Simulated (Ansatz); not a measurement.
# NaMg3TlFe3: relaxing a made-up structure, part 2 of 2

Starting from a made-up structure for NaMg3TlFe3, the aim is the relaxed cell, its shortest contacts and, where a second run follows, its electronic structure.

Ansatz 0.2.0; DFT, PBE, plane-wave PAW, files of the set soft_1, scalar-relativistic, ferromagnetic start, cell and ions relaxed at zero pressure; PAW set soft_1 (the session's first sound run).

So far: The structure; Relaxation of the guess. The relaxed cell has a, b, c = 4.536, 7.047, 9.379 Å (conventional setting).

## Step 3: Bands of the relaxed cell

A second self-consistent run takes a narrower smearing and the mesh shown in its input; the bands follow along the standard path of the relaxed lattice.

This step: DFT, PBE, plane-wave PAW, files of the set soft_1, scalar-relativistic, ferromagnetic start, bands and density of states at the relaxed cell; PAW set soft_1 (Ansatz 0.2.0).

Contents of input.yaml:

```yaml
crystal:
  lattice:
    - [4.5361113807, 0.0, 0.0]
    - [0.0, 3.5235121617, 4.6893377379]
    - [0.0, -3.5235121617, 4.6893377379]
  atoms:
    - { symbol: Tl, position: [0.0, 0.8172324072, 0.8172324072] }
    - { symbol: Fe, position: [0.5, 0.1646225252, 0.1646225252], spin: 2.7 }
    - { symbol: Fe, position: [0.0, 0.2721058949, 0.9444336009], spin: 2.6 }
    - { symbol: Fe, position: [0.0, 0.9444336009, 0.2721058949], spin: 2.6 }
    - { symbol: Mg, position: [0.5, 0.1319049844, 0.6765736716] }
    - { symbol: Mg, position: [0.5, 0.6765736716, 0.1319049844] }
    - { symbol: Mg, position: [0.0, 0.372166136, 0.372166136] }
    - { symbol: Na, position: [0.5, 0.6230607798, 0.6230607798] }
magnetization:
  spin_polarized: true
kpoints:
  mp_grid: { grid: [8, 6, 6] }
  band_path:
    path:
      - [[0.0, 0.0, 0.0], [0.0, 0.39114599, -0.39114599], [0.0, 0.0, -0.5], [-0.5, 0.0, -0.5], [-0.5, 0.39114599, -0.39114599], [-0.5, 0.0, 0.0], [0.0, 0.0, 0.0], [0.0, -0.5, -0.5], [0.0, -0.39114599, -0.60885401], [-0.5, -0.39114599, -0.60885401], [-0.5, -0.5, -0.5], [0.0, -0.5, -0.5]]
      - [[-0.5, 0.0, 0.0], [-0.5, -0.5, -0.5]]
    npoints: 6
scf:
  occupations: { method: fermi_dirac, width: 0.03 }
  n_extra_bands: 16
hamiltonian:
  xc: pbe
  pseudopotentials: { kind: paw, azcp: { folder: soft_1 } }
output:
  forces: true
  stress: true
  write_bands: true
  dos: { projected: true }
  write_density: true
  write_potential: true
  elf: true
  volumetric_format: npy
```

Launch:

```bash
> ansatz run input.yaml --threads 4 --pin off --max-ram 10240MiB --backend cpu --events-out ev --progress --plain --runs-dir out
```

Numbers of over 12 decimals in the logs are rounded to 6 here.

The log of the run:

```text
[...]
Crystal: 8 atoms, lattice volume = 149.900 Å³
Basis set: ecut = 420 eV, 2943 PW (Γ), exchange–correlation on 64×80×80 points (8 copies of the dense FFT grid, shifted against one another)
Bands: 66, of which v1, the nominal top of the filled ones, is band 50 counted from 1 (49 counted from 0)
Symmetry: 4 space group operations
[...]
k-points: 65 of 288 (time reversal used)
[...]
Starting moments: Σ|m| = 7.9 μB on 3 of 8 sites
[...]
SCF iter   1: F=—  HF=-32141.792436 eV  |F-HF|=—  |Δ(HF+E_count)|=         —  Δρ=3.49e-2 (↑2.06e-2 ↓3.49e-2)  dr2=3.51e0  dr2_m=7.18e-1  M=8.276 μB ∫|m|=8.804 μB  β_m=0.30  ethr=3.10e-3  ⟨swp⟩=6.1  Hψ=31470  notcnv=0  defer=23
[...]
SCF iter  17: F=-32142.734129 eV  HF=-32142.734129 eV  |F-HF|=4.19e-9  |Δ(HF+E_count)|=   5.13e-9  Δρ=1.40e-6 (↑1.93e-7 ↓1.40e-6)  dr2=4.73e-9  dr2_m=5.61e-10  M=7.888 μB ∫|m|=8.964 μB  ethr=3.32e-11  ⟨swp⟩=12.7  Hψ=54966  notcnv=0
SCF 1 converged in 17 iterations: F = -32142.734129 eV  dr2 = 4.73e-9
[...]
NSCF: frozen V_eff on 74 k-points
SCF converged after 17 iterations
Magnetization: 7.8878 μB (53.9439 up, 46.0561 down)
Absolute magnetization: 8.9672 μB (∫|ρ↑−ρ↓|, with the PAW one-centre terms)
[...]
Per-site moments (μB) at R_I (Å): [(0.00186652, 1.194395), (2.670006, 1.072215), (2.627716, 0.952510), (2.627716, 0.952510), (-0.031793, 1.159035), (-0.031793, 1.159035), (-0.046724, 1.126557), (-0.011907, 1.159035)]
Free energy (F): -32142.734129 eV
[...]
Internal energy: -32142.720865 eV  (E = F + TS)
E sigma→0 (E₀):  -32142.727497 eV
Entropy (-TS):   -0.013264 eV (-1.658 meV/atom)
Fermi energy:    9.382907 eV
[...]
--- Forces (eV/Å), atoms counted from 1 ---
  atom   1  Tl     0.00000000     0.00000000    -0.00500038
  atom   2  Fe     0.00000000     0.00000000    -0.00342045
  atom   3  Fe     0.00000000     0.01037612     0.00534171
  atom   4  Fe     0.00000000    -0.01037612     0.00534171
  atom   5  Mg     0.00000000    -0.01563580    -0.00115589
  atom   6  Mg     0.00000000     0.01563580    -0.00115589
  atom   7  Mg     0.00000000     0.00000000    -0.00729891
  atom   8  Na     0.00000000     0.00000000     0.00734320
  max |Σ_I F_I| component: 4.89e-6 eV/Å
--- Stress (GPa, compression-positive) ---
        0.387583       0.000000       0.000000
        0.000000      -0.202636       0.000000
        0.000000       0.000000       0.063875
  P = ⅓ Tr σ = 0.0829 GPa (0.829 kbar)
--- Band table (eV; the first three rows and the last of 130) ---
  k-point 0 ↑: bands = [... 46 lower, 7.5201, 7.5714, 7.6325, 7.8441, 7.9677, 8.2765, 8.6049, 8.7558, ... 12 higher]
  k-point 1 ↑: bands = [... 46 lower, 7.5123, 7.5459, 7.6310, 7.8122, 7.8131, 8.2961, 8.6783, 8.9554, ... 12 higher]
  k-point 2 ↑: bands = [... 46 lower, 7.4806, 7.4979, 7.6309, 7.6403, 7.7729, 8.2046, 8.9726, 9.4180, ... 12 higher]
  k-point 64 ↓: bands = [... 46 lower, 8.8957, 9.6362, 10.1132, 10.1715, 10.3738, 10.5019, 10.5044, 10.7247, ... 12 higher]
```

Run time: 80 s. Hardware: 4 threads of Intel Xeon Platinum 8375C at 2.90GHz (Ice Lake), shared host; peak memory 1.2 GiB; 5.1 min of CPU time.

Numbers from this step:

| Property | Result |
| --- | --- |
| free energy | -32142.7341 eV |
| energy at zero smearing | -32142.7275 eV |
| smearing term TS | 0.01326 eV |
| Fermi energy | 9.383 eV |
| magnetization | 7.888 μB |
| absolute magnetization | 8.967 μB |
| site moments | 0.001867, 2.670, 2.628, 2.628, -0.03179, -0.03179, -0.04672, -0.01191 μB |
| pressure | 0.08294 GPa |

bands.tsv at the labelled points (eV, zero at the Fermi level; the bands that come nearest the Fermi level along the path):

| point | band_52_up | band_53_up | band_54_up | band_55_up | band_44_dn | band_45_dn | band_46_dn | band_47_dn |
| --- | --- | --- | --- | --- | --- | --- | --- | --- |
| Γ | -0.78 | -0.63 | -0.43 | 0.97 | -0.48 | -0.03 | 0.00 | 0.48 |
| X | 0.95 | 1.49 | 1.79 | 1.91 | 0.05 | 0.33 | 0.41 | 0.49 |
| S | 0.11 | 0.37 | 0.88 | 1.66 | -0.49 | -0.03 | 0.21 | 0.40 |
| R | -0.57 | -0.29 | -0.13 | 0.60 | -0.44 | -0.32 | -0.17 | 0.39 |
| A | -1.06 | -0.74 | -0.38 | 0.05 | -0.62 | -0.55 | -0.49 | 0.34 |
| Z | -0.46 | -0.34 | 0.38 | 0.59 | -0.36 | -0.34 | 0.26 | 0.27 |
| Γ | -0.78 | -0.63 | -0.43 | 0.97 | -0.48 | -0.03 | 0.00 | 0.48 |
| Y | 1.00 | 1.68 | 1.85 | 2.58 | 0.16 | 0.31 | 0.60 | 0.61 |
| X1 | 0.95 | 1.49 | 1.79 | 1.91 | 0.05 | 0.33 | 0.41 | 0.49 |
| A1 | -1.06 | -0.74 | -0.38 | 0.05 | -0.62 | -0.55 | -0.49 | 0.34 |
| T | -1.16 | -0.90 | -0.67 | -0.54 | -0.64 | -0.53 | -0.49 | 0.25 |
| Y | 1.00 | 1.68 | 1.85 | 2.58 | 0.16 | 0.31 | 0.60 | 0.61 |
| Z | -0.46 | -0.34 | 0.38 | 0.59 | -0.36 | -0.34 | 0.26 | 0.27 |
| T | -1.16 | -0.90 | -0.67 | -0.54 | -0.64 | -0.53 | -0.49 | 0.25 |

Site moment by atom:

| atom | site moment (μB) |
| --- | --- |
| Tl1 | 0.00 |
| Fe2 | 2.67 |
| Fe3 | 2.63 |
| Fe4 | 2.63 |
| Mg5 | -0.03 |
| Mg6 | -0.03 |
| Mg7 | -0.05 |
| Na8 | -0.01 |

Spin density in the bc plane of the cell as run, not the conventional one, at fractional x = 0.000, with atoms of Tl and Fe and Mg within 0.2 Å of it.

Ten even steps from '_' (0.0 e/Å³) to '@' (5.0 e/Å³), each cell a mean:
```
______==@@**..__________________
______::++==..__________________
________....____________________
________________________________
________________________________
________________________________
________________________________
________________________________
________________________________
____________________________....
::________________________..==**
==________________________..++@@
::__________________________::==
________________________________
________________________________
______::==::____________________
```
Columns run along b (5.9 Å), rows up along c (5.9 Å). Atoms in or near the plane, at fractional coordinates: Tl at (0.82, 0.82), Fe at (0.27, 0.94), Fe at (0.94, 0.27), Mg at (0.37, 0.37).

ELF of down spins in the bc plane of the cell as run, not the conventional one, at fractional x = 0.000, with atoms of Tl and Fe and Mg within 0.2 Å of it. It is the smooth field of the valence electrons, not physical close to the nuclei.

Values, 16 rows by 16 columns, each cell a mean:
```
0.35 0.19 0.23 0.69 0.91 0.78 0.32 0.09 0.26 0.33 0.36 0.37 0.32 0.33 0.35 0.32
0.33 0.25 0.15 0.48 0.75 0.72 0.40 0.11 0.27 0.37 0.39 0.27 0.09 0.09 0.24 0.35
0.34 0.33 0.20 0.19 0.29 0.33 0.24 0.12 0.27 0.39 0.40 0.25 0.04 0.04 0.09 0.33
0.35 0.34 0.33 0.23 0.13 0.09 0.10 0.14 0.27 0.39 0.40 0.34 0.13 0.04 0.09 0.32
0.33 0.31 0.36 0.38 0.33 0.25 0.22 0.24 0.29 0.37 0.40 0.40 0.34 0.25 0.27 0.37
0.30 0.29 0.34 0.41 0.45 0.45 0.44 0.42 0.37 0.36 0.38 0.40 0.40 0.40 0.39 0.36
0.29 0.29 0.31 0.30 0.25 0.24 0.32 0.46 0.49 0.41 0.36 0.37 0.39 0.39 0.37 0.33
0.27 0.29 0.27 0.13 0.07 0.11 0.09 0.15 0.43 0.49 0.37 0.29 0.27 0.27 0.27 0.26
0.15 0.26 0.26 0.08 0.21 0.33 0.32 0.17 0.15 0.46 0.42 0.24 0.14 0.12 0.11 0.09
0.16 0.18 0.30 0.12 0.24 0.23 0.16 0.32 0.09 0.32 0.44 0.22 0.10 0.24 0.40 0.32
0.47 0.16 0.31 0.26 0.16 0.28 0.23 0.33 0.11 0.24 0.45 0.25 0.09 0.33 0.72 0.78
0.66 0.19 0.28 0.50 0.25 0.16 0.24 0.21 0.07 0.25 0.45 0.33 0.13 0.29 0.75 0.91
0.55 0.24 0.33 0.55 0.50 0.26 0.12 0.08 0.13 0.30 0.41 0.38 0.23 0.19 0.48 0.69
0.30 0.34 0.39 0.33 0.28 0.31 0.30 0.26 0.27 0.31 0.34 0.36 0.33 0.20 0.15 0.23
0.30 0.42 0.34 0.24 0.19 0.16 0.18 0.26 0.29 0.29 0.29 0.31 0.34 0.33 0.25 0.19
0.41 0.30 0.30 0.55 0.66 0.47 0.16 0.15 0.27 0.29 0.30 0.33 0.35 0.34 0.33 0.35
```
Columns run along b (5.9 Å), rows up along c (5.9 Å). Atoms in or near the plane, at fractional coordinates: Tl at (0.82, 0.82), Fe at (0.27, 0.94), Fe at (0.94, 0.27), Mg at (0.37, 0.37).

Electrostatic potential energy in the bc plane of the cell as run, not the conventional one, at fractional x = 0.000, with atoms of Tl and Fe and Mg within 0.2 Å of it. With pseudopotentials it is smooth inside the atoms' cores, unlike the true potential.

Ten even steps from '0' (-50 eV) to '9' (12 eV), each cell a mean:
```
9950004899854469
9972003899732236
8996436899732224
8999888999842224
8999999999974335
9999999999998778
9999999999999999
9999877899999999
9998401589999888
6998300179998634
2798600079998300
0599863489998400
1589988899999620
5788999999999975
8875579999999999
9851026999988899
```
Columns run along b (5.9 Å; values clipped at the 3rd and 97th percentile), rows up along c (5.9 Å). Atoms in or near the plane, at fractional coordinates: Tl at (0.82, 0.82), Fe at (0.27, 0.94), Fe at (0.94, 0.27), Mg at (0.37, 0.37).

## Step 4: Summary of results

| Quantity | Value |
| --- | --- |
| space group, relaxed | Amm2 |
| conventional cell | a = 4.536, b = 7.047, c = 9.379 Å; α = 90.0°, β = 90.0°, γ = 90.0° |
| volume per atom | 18.74 Å³ (guess 20.73) |
| total moment | 7.80 μB in the cell of 8 atoms |

NaMg3TlFe3 relaxes to Amm2 with a = 4.536, b = 7.047 and c = 9.379 Å. The guessed volume was 11 % too large. The space group Amm2 was held in the relaxation, so the end point is a stationary structure within it and may be a saddle against distortions or other arrangements. The input starts from parallel moments, and no other start was typed. Bands cross the Fermi level, so it is a metal or semimetal at this level. On the 8×6×6 mesh with the narrower smearing (relaxed on 6×5×5) the largest force component is 0.016 eV/Å and the largest stress component is 0.388 GPa, against the relaxation's thresholds of 0.015 eV/Å and 0.05 GPa. The cutoff wasn't tested. A vector of the cell changed its length by 10 %, more than the volume shows. Spin-orbit coupling is left out, which can matter for elements this heavy. No dispersion term is used, so weakly bound directions may come out too long. Nothing here tests whether the compound is stable against decomposition.

[Logs are printed without paths, hosts, clocks, repeated set-up lines and the standing remarks that a program may print on its own settings, such as how far it seeks lower states.]

[Hosts, paths, dates, database ids (printed as entryN), source tags and the programs' standing remarks are cut or masked in the printed files.]
